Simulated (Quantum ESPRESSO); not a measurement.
# Ta (Im-3m): coupling and resistivity with EPW, part 4 of 5

Wanted: λ, Tc and ρ(T) of Ta (Im-3m) from Quantum ESPRESSO and EPW.

Quantum ESPRESSO 7.5; DFT PBEsol, scalar-relativistic, plane waves, PseudoDojo 0.4.1 norm-conserving pseudopotentials.

So far, coupling constant λ: step 8 (coupling and Tc: fine k 20×20×20, q 10×10×10, width 0.15 …) 1.12. Also resistivity at 300 K (μΩ cm): step 9 (resistivity: fine k 24×24×24, q 12×12×12, adaptive width …) 14.6.

**10. Coupling and Tc, input with a fault, fine q mesh 14×14×14, fine mesh 14×14×14**

A variant of the settings follows.

Input file bad.in:

```
--
 &inputepw
    prefix='x',
    outdir='./tmp',
    dvscf_dir='./save',
    elph=.true.,
    etf_mem=1,
    nbndsub=9,
    bands_skipped='exclude_bands = 1-4',
    use_ws=.true.,
    vme='wannier',
    asr_typ='crystal',
    nk1=8,
    nk2=8,
    nk3=8,
    nq1=4,
    nq2=4,
    nq3=4,
    amass(1)=180.9479,
    epwwrite=.false.,
    epwread=.true.,
    wannierize=.false.,
    nkf1=14,
    nkf2=14,
    nkf3=14,
    nqf1=14,
    nqf2=14,
    nqf3=14,
    mp_mesh_k=.true.,
    ephwrite=.true.,
    eliashberg=.true.,
    liso=.true.,
    limag=.true.,
    tc_linear=.true.,
    tc_linear_solver='lapack',
    fsthick=0.4,
    degaussw=0.6,
    degaussq=0.5,
    nqstep=500,
    muc=0.13,
    wscut=0.3,
    nsiter=500,
    nstemp=7,
    temps=0.5 1.0 2.0 4.0 8.0 16.0 32.0,
 /
```

The run is started by

```bash
OMP_NUM_THREADS=1 mpirun -n 8 epw.x -nk 8 -in bad.in > bad.out
```

Output:

```text
[banner, memory and clock lines left out]
``:oss/
                           `.+s+.     .+ys--yh+     `./ss+.
                          -sh//yy+`   +yy   +yy    -+h+-oyy
                          -yh- .oyy/.-sh.   .syo-.:sy-  /yh
                 `.-.`    `yh+   -oyyyo.     `/syys:    oys      `.`
               `/+ssys+-` `sh+      `                   oys`   .:osyo`
               -yh- ./syyooyo`                          .sys+/oyo--yh/
               `yy+    .-:-.                             `-/+/:`  -sh-
                /yh.                                              oys
          ``..---hho---------`   .---------..`      `.-----.`    -hd+---.
       `./osmNMMMMMMMMMMMMMMMs. +NNMMMMMMMMNNmh+.   yNMMMMMNm-  oNMMMMMNmo++:`
       +sy--/sdMMMhyyyyyyyNMMh- .oyNMMmyyyyyhNMMm+` -yMMMdyyo:` .oyyNMMNhs+syy`
       -yy/   /MMM+.`-+/``mMMy-   `mMMh:`````.dMMN:` `MMMy-`-dhhy```mMMy:``+hs
        -yy+` /MMMo:-mMM+`-oo/.    mMMh:     `dMMN/`  dMMm:`dMMMMy..MMMo-.+yo`
         .sys`/MMMMNNMMMs-         mMMmyooooymMMNo:   oMMM/sMMMMMM++MMN//oh:
          `sh+/MMMhyyMMMs- `-`     mMMMMMMMMMNmy+-`   -MMMhMMMsmMMmdMMd/yy+
    `-/+++oyy-/MMM+.`/hh/.`mNm:`   mMMd+/////:-.`      NMMMMMd/:NMMMMMy:/yyo/:.`
   +os+//:-..-oMMMo:--:::-/MMMo. .-mMMd+---`           hMMMMN+. oMMMMMo. `-+osyso:`
   syo     `mNMMMMMNNNNNNNNMMMo.oNNMMMMMNNNN:`         +MMMMs:`  dMMMN/`     ``:syo
   /yh`     :syyyyyyyyyyyyyyyy+.`+syyyyyyyyo:`         .oyys:`   .oyys:`        +yh
   -yh-        ````````````````    `````````              ``        ``          oys
   -+h/------------------------::::::::://////++++++++++++++++++++++///////::::/yd:
   shdddddddddddddddddddddddddddddhhhhhhhhyyyyyssssssssssssssssyyyyyyyhhhhhhhddddh`
 Lee, H., Poncé, S., Bushick, K., Hajinazar, S., Lafuente-Bartolome, J.,Leveillee, J.,
    Lian, C., Lihm, J., Macheda, F., Mori, H., Paudyal, H., Sio, W., Tiwari, S.,
 Zacharias, M., Zhang, X., Bonini, N., Kioupakis, E., Margine, E.R., and Giustino F.,
                                                     npj Comput Mater 9, 156 (2023)
     Program EPW v.6.0
 %%%%%%%%%%%%%%%%%%%%%%%%%%%%%%%%%%%%%%%%%%%%%%%%%%%%%%%%%%%%%%%%%%%%%%%%%%%%%%
     Error in routine readin (1):
      degaussw too close to fsthick
 %%%%%%%%%%%%%%%%%%%%%%%%%%%%%%%%%%%%%%%%%%%%%%%%%%%%%%%%%%%%%%%%%%%%%%%%%%%%%%
     stopping ...
MPI_ABORT was invoked on rank 0 in communicator MPI_COMM_WORLD
  Proc: [[56379,1],0]
  Errorcode: 1
You may or may not see output from other processes, depending on
exactly when Open MPI kills them.
prterun has exited due to process rank 0 with PID 0 on node (host) calling
"abort". This may have caused other processes in the application to be
terminated by signals sent by prterun (as reported here).
```

The job ended after 0.63 s (8 MPI ranks of Arm Neoverse N1, shared host).

The program refused the input before any cycle.

The program's message: “Error in routine readin (1): degaussw too close to fsthick”

The fault put into the input: a delta width larger than the window.

**11. Resistivity: fine k 32×32×32, q 16×16×16, adaptive width, window 0.32 eV**

At these temperatures only states within a few k_B T of the Fermi level carry current, so the mesh must be dense; it is refined.

Input file bte-2.in:

```
--
 &inputepw
    prefix='x',
    outdir='./tmp',
    dvscf_dir='./save',
    elph=.true.,
    etf_mem=1,
    nbndsub=9,
    bands_skipped='exclude_bands = 1-4',
    use_ws=.true.,
    vme='wannier',
    asr_typ='crystal',
    nk1=8,
    nk2=8,
    nk3=8,
    nq1=4,
    nq2=4,
    nq3=4,
    amass(1)=180.9479,
    epwwrite=.false.,
    epwread=.true.,
    wannierize=.false.,
    nkf1=32,
    nkf2=32,
    nkf3=32,
    nqf1=16,
    nqf2=16,
    nqf3=16,
    mp_mesh_k=.true.,
    scattering=.true.,
    iterative_bte=.true.,
    epmatkqread=.false.,
    assume_metal=.true.,
    int_mob=.false.,
    carrier=.false.,
    ngaussw=-99,
    mob_maxiter=200,
    broyden_beta=0.7,
    fsthick=0.32,
    degaussw=0.0,
    nstemp=6,
    temps=150 200 273 300 400 500,
    restart=.false.,
    selecqread=.false.,
 /
```

The run is started by

```bash
OMP_NUM_THREADS=1 mpirun -n 8 epw.x -nk 8 -in bte-2.in > bte-2.out
```

Output:

```text
[the first part of the log is left out]
     =============================================================================================
     Start solving iterative Boltzmann Transport Equation
     =============================================================================================
     Iteration number:         1
     =============================================================================================
       Temp     Fermi        DOS        Population SR                 Conductivity
        [K]      [eV]    [states/Ry] [carriers per cell]               [Ohm.cm]^-1
     =============================================================================================
      150.000  18.7456   0.79599E+01   0.88792E-14    0.165073E+06    0.150044E-12   -0.113068E-12
                                      -0.99486E-15    0.653059E-13    0.165073E+06    0.499615E-12
                                      -0.54253E-14   -0.122470E-11    0.671862E-12    0.165073E+06
      200.000  18.7459   0.87040E+01  -0.17764E-14    0.117926E+06    0.235873E-12    0.310581E-14
                                      -0.13284E-14    0.440185E-12    0.117926E+06    0.357588E-13
                                       0.11414E-14    0.607731E-12   -0.458484E-12    0.117926E+06
      273.000  18.7468   0.10507E+02  -0.88861E-15    0.821437E+05    0.184670E-14   -0.310917E-12
                                       0.49949E-15   -0.837729E-13    0.821437E+05   -0.167294E-12
                                      -0.82616E-16   -0.326446E-12   -0.404301E-12    0.821437E+05
      300.000  18.7472   0.11190E+02   0.39552E-15    0.738247E+05    0.812546E-13    0.787364E-13
                                       0.38169E-15    0.262525E-12    0.738247E+05    0.341324E-13
                                      -0.17336E-15    0.225706E-12   -0.330538E-12    0.738247E+05
      400.000  18.7489   0.13953E+02   0.15959E-15    0.538658E+05   -0.248968E-12   -0.114327E-12
                                       0.91919E-15   -0.134389E-12    0.538658E+05   -0.250143E-13
                                       0.34478E-15   -0.333245E-13   -0.792401E-13    0.538658E+05
      500.000  18.7510   0.15621E+02  -0.13357E-15    0.426310E+05   -0.235034E-14    0.115838E-12
                                      -0.11111E-14    0.184670E-12    0.426310E+05    0.198100E-13
                                      -0.11111E-14    0.856196E-13    0.671526E-14    0.426310E+05
                                                      0.165073E+06    Max error
     [...]
     Iteration number:        23
     =============================================================================================
       Temp     Fermi        DOS        Population SR                 Conductivity
        [K]      [eV]    [states/Ry] [carriers per cell]               [Ohm.cm]^-1
     =============================================================================================
      150.000  18.7456   0.79599E+01  -0.66592E-15    0.166886E+06   -0.946936E-12   -0.393346E-12
                                       0.85478E-14   -0.859553E-12    0.166886E+06    0.403000E-12
                                       0.11319E-15    0.116174E-12   -0.478378E-12    0.166886E+06
      200.000  18.7459   0.87040E+01  -0.26667E-14    0.119243E+06    0.638789E-13    0.160663E-12
                                       0.22209E-14    0.280866E-12    0.119243E+06   -0.384365E-12
                                      -0.22031E-15   -0.409463E-12    0.278431E-12    0.119243E+06
      273.000  18.7468   0.10507E+02   0.99226E-15    0.830582E+05   -0.302187E-13   -0.215728E-12
                                      -0.39563E-15   -0.303236E-13    0.830582E+05    0.652220E-13
                                      -0.61691E-15    0.140916E-12   -0.149047E-12    0.830582E+05
      300.000  18.7472   0.11190E+02  -0.28866E-14    0.746426E+05   -0.575834E-13   -0.679920E-13
                                       0.33342E-15   -0.191925E-12    0.746426E+05    0.113577E-12
                                      -0.22915E-15   -0.464612E-13   -0.323891E-12    0.746426E+05
      400.000  18.7489   0.13953E+02   0.50307E-16    0.544509E+05   -0.765540E-13    0.723569E-13
                                       0.48919E-15   -0.765540E-13    0.544509E+05    0.940136E-13
                                       0.16306E-15   -0.251822E-14   -0.858714E-13    0.544509E+05
      500.000  18.7510   0.15621E+02   0.25153E-15    0.430876E+05    0.369339E-14   -0.145385E-12
                                       0.32179E-15   -0.155458E-12    0.430876E+05    0.651380E-13
                                      -0.73726E-16   -0.117853E-12   -0.325690E-13    0.430876E+05
                                                      0.848959E-06    Max error
```

Elapsed: 21 min, on 8 MPI ranks.

This step gave:

| Item | Value |
| --- | --- |
| resistivity at 300 K | 13.40 μΩ cm |

Resistivity, by row:

| T (K) | rho_xx (μΩ cm) | rho_yy | rho_zz | relaxation-time approximation, mean of the axes (μΩ cm) |
| --- | --- | --- | --- | --- |
| 150 | 5.992 | 5.992 | 5.992 | 6.257 |
| 200 | 8.386 | 8.386 | 8.386 | 8.77 |
| 273 | 12.04 | 12.04 | 12.04 | 12.63 |
| 300 | 13.4 | 13.4 | 13.4 | 14.07 |
| 400 | 18.37 | 18.37 | 18.37 | 19.36 |
| 500 | 23.21 | 23.21 | 23.21 | 24.52 |

ρ(300 K) = 13.4 μΩ cm, against 14.6 before (-8 %); the relaxation-time start gave 14.1. The largest adaptive width printed is 0.47 eV, against a window of 0.32 eV outside which no state is counted.

**12. Coupling and Tc: fine k 32×32×32, q 16×16×16, width 0.1 eV, window 0.41 eV**

The sum is repeated with other meshes, delta width and window to test it.

Input file a2f-2.in:

```
--
 &inputepw
    prefix='x',
    outdir='./tmp',
    dvscf_dir='./save',
    elph=.true.,
    etf_mem=1,
    nbndsub=9,
    bands_skipped='exclude_bands = 1-4',
    use_ws=.true.,
    vme='wannier',
    asr_typ='crystal',
    nk1=8,
    nk2=8,
    nk3=8,
    nq1=4,
    nq2=4,
    nq3=4,
    amass(1)=180.9479,
    epwwrite=.false.,
    epwread=.true.,
    wannierize=.false.,
    nkf1=32,
    nkf2=32,
    nkf3=32,
    nqf1=16,
    nqf2=16,
    nqf3=16,
    mp_mesh_k=.true.,
    ephwrite=.true.,
    eliashberg=.true.,
    liso=.true.,
    limag=.true.,
    tc_linear=.true.,
    tc_linear_solver='lapack',
    fsthick=0.41,
    degaussw=0.1,
    degaussq=0.5,
    nqstep=500,
    muc=0.13,
    wscut=0.3,
    nsiter=500,
    nstemp=7,
    temps=0.5 1.0 2.0 4.0 8.0 16.0 32.0,
 /
```

The run is started by

```bash
OMP_NUM_THREADS=1 mpirun -n 8 epw.x -nk 8 -in a2f-2.in > a2f-2.out
```

Output:

```text
[the first part of the log is left out]
            Electron smearing (eV) =    0.100000000000000D+00
                 Fermi window (eV) =    0.410000000000000D+00
     Finish writing .ephmat files
     ===================================================================
     Memory usage:  VmHWM =        48Mb
                   VmPeak =       524Mb
     ===================================================================
     Finish writing dos file x.dos
     Finish writing phdos files x.phdos and x.phdos_proj
     ===================================================================
     Solve isotropic Eliashberg equations
     ===================================================================
     Finish reading freq file
                  Fermi level (eV) =     1.8745247425E+01
     DOS(states/spin/eV/Unit Cell) =     6.2979231672E-01
            Electron smearing (eV) =     1.0000000000E-01
                 Fermi window (eV) =     4.1000000000E-01
     Nr irreducible k-points within the Fermi shell =       406 out of       897
           2 bands within the Fermi window
     Finish reading egnv file
     Max nr of q-points =      2034
     Finish reading ikmap files
     Start reading .ephmat files
     Finish reading .ephmat files
     a2f file is not found to estimate initial gap: calculating a2f files
     Finish reading a2f file
     Electron-phonon coupling strength =    1.0986066
     Estimated Tc using McMillan expression =   9.1405 K for muc =   0.1300
     Estimated Tc using Allen-Dynes modified McMillan expression =   9.7331 K
     Estimated Tc using SISSO machine learning model =   9.3831 K
     Estimated w_log =  11.2870 meV
     Estimated BCS superconducting gap using McMillan Tc =   1.3863 meV
     WARNING WARNING WARNING
     The code may crash since tempsmax =   32.000 K is larger than McMillan Tc =     9.141 K
     Start: Solving (isotropic) linearized Eliashberg equation with solver = lapack
     For the first Temp.    0.50  K
       Total number of frequency points nsiw(     1) =   1108
       Cutoff frequency wscut =     0.3001
     Superconducting transition temp. Tc is the one which has Max. eigenvalue close to 1
      -----------------------------------------------------------------
             Temp.       Max.         nsiw     wscut    Nr. of iters
             (K)       eigenvalue    (itemp)   (eV)      to Converge
      -----------------------------------------------------------------
             0.50      3.8696952     1108      0.3001        1
             1.00      3.2161434      554      0.3002        1
             2.00      2.5690033      277      0.3005        1
             4.00      1.9317496      139      0.3021        1
             8.00      1.3103136       69      0.3010        1
            16.00      0.7266668       35      0.3075        1
            32.00      0.2640765       17      0.3032        1
      -----------------------------------------------------------------
     Finish: Solving (isotropic) linearized Eliashberg equation
```

Elapsed: 28 min, on 8 MPI ranks.

This step gave:

```
coupling constant λ                  : 1.099
log mean phonon energy ħω_log        : 11.29 meV
density of states at the Fermi level : 0.6298 states/eV a spin and cell
Fermi level on the fine mesh         : 18.75 eV
```

The a2F has structure finer than the step of the table below, so its rows give means over 1 meV, whole bins alone (the curve runs from 0.046 to 22.7 meV). Peaks (meV: height): 11.2: 0.825, 17.6: 1.50.

A2F against phonon energy; means over each step:

| phonon energy (meV) | a2F |
| --- | --- |
| 1 | 0.00477 |
| 2 | 0.0103 |
| 3 | 0.0285 |
| 4 | 0.0488 |
| 5 | 0.0692 |
| 6 | 0.115 |
| 7 | 0.150 |
| 8 | 0.225 |
| 9 | 0.252 |
| 10 | 0.387 |
| 11 | 0.734 |
| 12 | 0.531 |
| 13 | 0.381 |
| 14 | 0.411 |
| 15 | 0.420 |
| 16 | 0.513 |
| 17 | 1.18 |
| 18 | 1.05 |
| 19 | 0.203 |
| 20 | 0.0756 |
| 21 | 0.0120 |
| 22 | 4.5e-5 |

Tc lies where the eigenvalue is 1; mu* = 0.13. Eigenvalue against temperature:

| T (K) | largest eigenvalue of the linearised gap equation |
| --- | --- |
| 0.5 | 3.87 |
| 1 | 3.216 |
| 2 | 2.569 |
| 4 | 1.932 |
| 8 | 1.31 |
| 16 | 0.7267 |
| 32 | 0.2641 |

λ = 1.10 and ħω_log = 11.3 meV, against 1.12 and 11.6 with fine k 20×20×20, q 10×10×10, width 0.15 eV (-2 % in λ). The eigenvalue passes 1 near 12 K.

(Part 4 of 5 ends here.)

[The logs of pw.x and epw.x are selected lines.]

[Logs are printed without paths, hosts, clocks, repeated set-up lines and the standing remarks that a program may print on its own settings, such as how far it seeks lower states.]

[Hosts, paths, dates, database ids (printed as entryN), source tags and the programs' standing remarks are cut or masked in the printed files.]
